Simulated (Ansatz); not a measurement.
# CdF2 (Fm-3m): lattice thermal conductivity, part 2 of 3

How well does the lattice of CdF2 conduct heat?

Experimental results on record:
- thermal conductivity 4.3 W/m/K near room temperature (given in “Predicting the lattice thermal conductivity of solids by solving the Boltzmann transport equation: AFLOW - AAPL an automated, accurate and efficient framework”, 2017, arXiv:1611.05481)

Ansatz 0.2.0; DFT LDA, scalar-relativistic, plane waves, PAW; PAW set soft_1.

So far. Step 2 (A first coarse run): The start is under -5.7 GPa at this level and looks like an insulator or semiconductor on this mesh. Step 4 (Tight relaxation): The residual pressure is -0.0056 GPa, small enough for phonons. The relaxed cell has a = 5.298 Å (conventional setting).

### 6. A cheap rung

A small supercell and a short cutoff cost little, and show how far such settings carry.

Contents of input.yaml:

```yaml
crystal:
  lattice:
    - [0.0, 2.6489361669, 2.6489361669]
    - [2.6489361669, 0.0, 2.6489361669]
    - [2.6489361669, 2.6489361669, 0.0]
  atoms:
    - { symbol: Cd, position: [0.0, 0.0, 0.0] }
    - { symbol: F, position: [0.25, 0.25, 0.25] }
    - { symbol: F, position: [0.75, 0.75, 0.75] }
kpoints:
  mp_grid: { grid: [8, 8, 8] }
hamiltonian:
  xc: lda
  pseudopotentials: { kind: paw, azcp: { folder: soft_1 }, xc_functional: pbe }
scf:
  occupations: { method: fixed }
  lower_state_search: "off"
output:
  eigenvalues: true
phonons:
  method: fd
  dielectric: true
  supercell: [2, 2, 2]
  temperatures: { t_max: 1000, t_step: 50 }
  qpath:
    path:
      - [[0.0, 0.0, 0.0], [0.5, 0.0, 0.5], [0.5, 0.25, 0.75], [0.375, 0.375, 0.75], [0.0, 0.0, 0.0], [0.5, 0.5, 0.5], [0.625, 0.25, 0.625], [0.5, 0.25, 0.75], [0.5, 0.5, 0.5], [0.375, 0.375, 0.75]]
      - [[0.625, 0.25, 0.625], [0.5, 0.0, 0.5]]
    npoints: 10
  third_order: { supercell: [2, 2, 2], pair_cutoff: 2.799 }
  lattice_thermal_conductivity:
    qmesh: [11, 11, 11]
    temperatures: [100.0, 150.0, 200.0, 300.0, 400.0, 500.0, 600.0, 800.0]
    isotope_mass_variance: [{ species: Cd, variance: 0.0002716 }, { species: F, variance: 0.0 }]
```

Launch:

```
$ ansatz run input.yaml --threads 18 --pin off --max-ram 92160MiB --backend cuda --events-out ev --progress --plain --runs-dir out
```

Numbers of over 12 decimals in the logs are rounded to 6 here.

The program printed:

```text
Warning: phonons: the dynamical matrix that this run interpolates holds no multipole term above the dipole-dipole one, and a site of this crystal is no centre of inversion, so its interpolated transverse optical and acoustic branches and sound speeds can stay off near Gamma, and the density of states and the thermodynamics with them. What a run solves at a wave vector of phonons.qpoints, Gamma apart, where the deck admits one, is free of this, and under fd what a larger phonons.supercell samples
Warning: phonons.dielectric: true without phonons.rigid_motions: the static dielectric tensor ε⁰ will be withheld (ε∞, Z* and the rows of modes are given); for a crystal or a slab, whose only rigid motions are the translations, set phonons.rigid_motions: translations
Warning: phonons.third_order: as it is cut ahead of every solve, the batch solves 49 displaced supercells where 33 would do. It runs under 96 of the 384 operations that the crystal's space group holds on the batch's supercell: the batch's rule counts something of the run as laid on the whole of a grid (at basis.xc_grid: 1 a core's charge, or its kinetic-energy density under a functional that reads it; or a nonlocal correlation kernel at every level), which only an operation that permutes or reverses the grid's axes can carry. The force constants lose no accuracy. For the smaller batch, where no nonlocal correlation is read, try basis.xc_grid above 1; [rest of the remark cut]
[...]
Crystal: 24 atoms, lattice volume = 297.396 Å³
Basis set: ecut = 420 eV, 5817 PW (Γ)
Bands: 164, of which v1, the nominal top of the filled ones, is band 136 counted from 1 (135 counted from 0)
Symmetry: 384 space group operations
k-points: 8 of 64
[...]
SCF iter   1: F=—  HF=-77651.312882 eV  |F-HF|=—  |Δ(HF+E_count)|=         —  Δρ=1.16e-8  dr2=2.73e-13  ethr=1.00e-12  ⟨swp⟩=3.0  Hψ=3293  notcnv=0
[...]
SCF 1 converged in 2 iterations: F = -77651.312882 eV  dr2 = 4.51e-14
[...]
SCF 2 converged in 3 iterations: F = -9706.414111 eV  dr2 = 3.31e-12
[...]
ASR residual: 1.078e-3 → 0.000e0 eV/Å²; symmetrization residual: 6.118e-5 eV/Å²
  largest component of a force at the reference: 1.9e-18 eV/Å
  ASR residual per site (eV/Å²): 1.08e-3 1.74e-4 1.74e-4
  Γ frequencies (cm⁻¹): 0.00 0.00 0.00 236.88 236.88 236.88 318.20 318.20 318.20
  Unit cell's response to a homogeneous field, on a k mesh of 8×8×8: 1 representative field direction (Σ response iterations 7)
  ε∞ (high-frequency dielectric tensor):
        2.935398    -0.000000     0.000000
        0.000000     2.935398    -0.000000
        0.000000     0.000000     2.935398
  ε⁰ (static dielectric tensor): not given — the deck does not say what the cell's rigid motions are, and on a molecule in a box or a wire the rigid rotations would enter the sum over the modes at Γ. For a crystal or a slab, whose only rigid motions are the translations, set phonons.rigid_motions: translations.
  Born effective charges Z* (e; rows j = field, columns β = displacement):
    site 0:
         2.45887   -0.00000    0.00000
         0.00000    2.45887    0.00000
         0.00000   -0.00000    2.45887
    site 1:
        -1.22944    0.00000   -0.00000
        -0.00000   -1.22944   -0.00000
         0.00000    0.00000   -1.22944
    site 2:
        -1.22944    0.00000   -0.00000
        -0.00000   -1.22944   -0.00000
         0.00000    0.00000   -1.22944
  Z* charge neutrality: 1.372e-5 e pre-enforcement
  k-mesh period / interband length: 30.0 Å / 1.35 Å = 22.12 at k = (0.0000, 0.0000, 0.0000), direct gap 3.394 eV — 14 or more, which is no proof of convergence
  optical modes at Γ without the LO–TO term, one row a degenerate level:
      ω (cm⁻¹)  modes    IR ((D/Å)²/amu)
        236.88      3            14.7356
        318.20      3             0.0000
  optical modes at Γ + LO–TO along q̂ = [1.0000, 0.0000, 0.0000]:
      ω (cm⁻¹)  modes    IR ((D/Å)²/amu)
        236.88      2             9.8237
        318.20      3             0.0000
        390.02      1             4.9119
  optical modes at Γ + LO–TO along q̂ = [0.0000, 1.0000, 0.0000]:
      ω (cm⁻¹)  modes    IR ((D/Å)²/amu)
        236.88      2             9.8237
        318.20      3             0.0000
        390.02      1             4.9119
  optical modes at Γ + LO–TO along q̂ = [0.0000, 0.0000, 1.0000]:
      ω (cm⁻¹)  modes    IR ((D/Å)²/amu)
        236.88      2             9.8237
        318.20      3             0.0000
        390.02      1             4.9119
  density of states and harmonic sums: on the 20×20×20 q-mesh, interpolated from the force constants of a 2×2×2 supercell (with the dipole–dipole term)
  largest difference from the sums on the solved wave vectors: F 6.36e-2 eV, S 9.61e-5 and C_V 3.21e-5 eV/K
  zero-point energy: 0.129147 eV/cell   skipped modes (ω ≤ 0): 3   left out of the sums: 4.17e-5 of the cell's modes: C_V's classical limit lies that fraction below 3 k_B per atom; for a crystal, a wire or a layer, F and S can be off by more, and a phonons.interpolated_qmesh denser along its periods is the remedy for the sampling
--- Third-order force constants: 49 member SCFs in a 2×2×2 supercell (pair cutoff 2.799 Å, amplitude 0.03 Å, SCF threshold 1.00e-9 eV, Σ member SCF iterations 437) ---
  symmetry images taken by strict's conditions (phonons.symmetry_images: auto; settled by a core's charge or kinetic-energy density on sites where symmetry forbids the force that would show it, while other sites can bear one)
  159 force-constant blocks with the first atom in the home cell, fitted with 21 parameters over 6 symmetry orbits; no atom triplet left out
  sum-rule residual: 4.178e-1 → 1.920e-14 eV/Å³; symmetrization residual: 1.499e-2 eV/Å³; largest sum-rule correction relative to its orbit: 6.236e-2, on the orbit of the block of home site 1 with site 2 of cell (-1, -1, 0) and site 2 of cell (-1, -1, 0), whose norm before the correction was 5.185e0 eV/Å³
--- Lattice thermal conductivity: 11×11×11 mesh (56 irreducible points), tetrahedron method ---
  three-phonon and isotope scattering only; four-phonon, boundary and, in a metal, phonon-electron scattering are left out
  each conductivity is what the modes' populations carry and what the coherences between them add
  conductivity (a third of the tensor's trace), W/(m K), in the relaxation-time approximation and from the full solution:
       T (K)   relaxation time   full solution  iterations             ending  least Ritz value
      100.00           18.9014         18.8573           6          converged          8.068e-1
      150.00           11.3404         11.3279           6          converged          7.821e-1
      200.00            8.3372          8.3371           6          converged          7.730e-1
      300.00            5.6270          5.6328           6          converged          7.681e-1
      400.00            4.3312          4.3374           6          converged          7.667e-1
      500.00            3.5616          3.5674           6          converged          7.661e-1
      600.00            3.0487          3.0538           6          converged          7.657e-1
      800.00            2.4028          2.4069           6          converged          7.653e-1
```

Run time: 39 s. Hardware: 1 × NVIDIA GB200 with 18 threads of Arm Neoverse V2, shared host; peak memory 1.6 GiB; 3.6 min of CPU time.

Numbers from this step:

```
lowest frequency on the path               : 0 cm⁻¹
zero-point energy                          : 0.1291 eV/cell
point group                                : m-3m
highest frequency                          : 413.1 cm⁻¹
Debye temperature from the second moment   : 471 K
κ at 300 K (relaxation time)               : 5.627 W/m/K
κ at 300 K (full solution)                 : 5.633 W/m/K
dipole term                                : run
mean free path at half of κ                : 4.93 nm
share of κ above the three lowest branches : 0.273
third-order blocks                         : 159
periodic aliases dropped                   : 0
largest relative sum-rule correction       : 0.06236
displaced cells, third order               : 49
```

W/m/K. Kappa, by row:

```csv
T (K),RTA xx,RTA yy,RTA zz,full xx,full yy,full zz,coherence part xx,coherence part yy,coherence part zz,ending,iterations,least Ritz value
100,18.9,18.9,18.9,18.86,18.86,18.86,0.1481,0.1481,0.1481,converged,6,0.807
150,11.34,11.34,11.34,11.33,11.33,11.33,0.2566,0.2566,0.2566,converged,6,0.782
200,8.337,8.337,8.337,8.337,8.337,8.337,0.3251,0.3251,0.3251,converged,6,0.773
300,5.627,5.627,5.627,5.633,5.633,5.633,0.3967,0.3967,0.3967,converged,6,0.768
400,4.331,4.331,4.331,4.337,4.337,4.337,0.4303,0.4303,0.4303,converged,6,0.767
500,3.562,3.562,3.562,3.567,3.567,3.567,0.4475,0.4475,0.4475,converged,6,0.766
600,3.049,3.049,3.049,3.054,3.054,3.054,0.456,0.456,0.456,converged,6,0.766
800,2.403,2.403,2.403,2.407,2.407,2.407,0.4597,0.4597,0.4597,converged,6,0.765
```

This rung gives 5.63 W/(m K) at 300 K by relaxation time, but with 24 atoms, 2 neighbour distances inside the cutoff and a 11×11×11 mesh it is a test, not the conductivity of the crystal.

(Part 2 of 3 ends here.)

[Logs are printed without paths, hosts, clocks, repeated set-up lines and the standing remarks that a program may print on its own settings, such as how far it seeks lower states.]

[Hosts, paths, dates, database ids (printed as entryN), source tags and the programs' standing remarks are cut or masked in the printed files.]

[A step with changed settings may run another functional than the one named; its input shows which.]
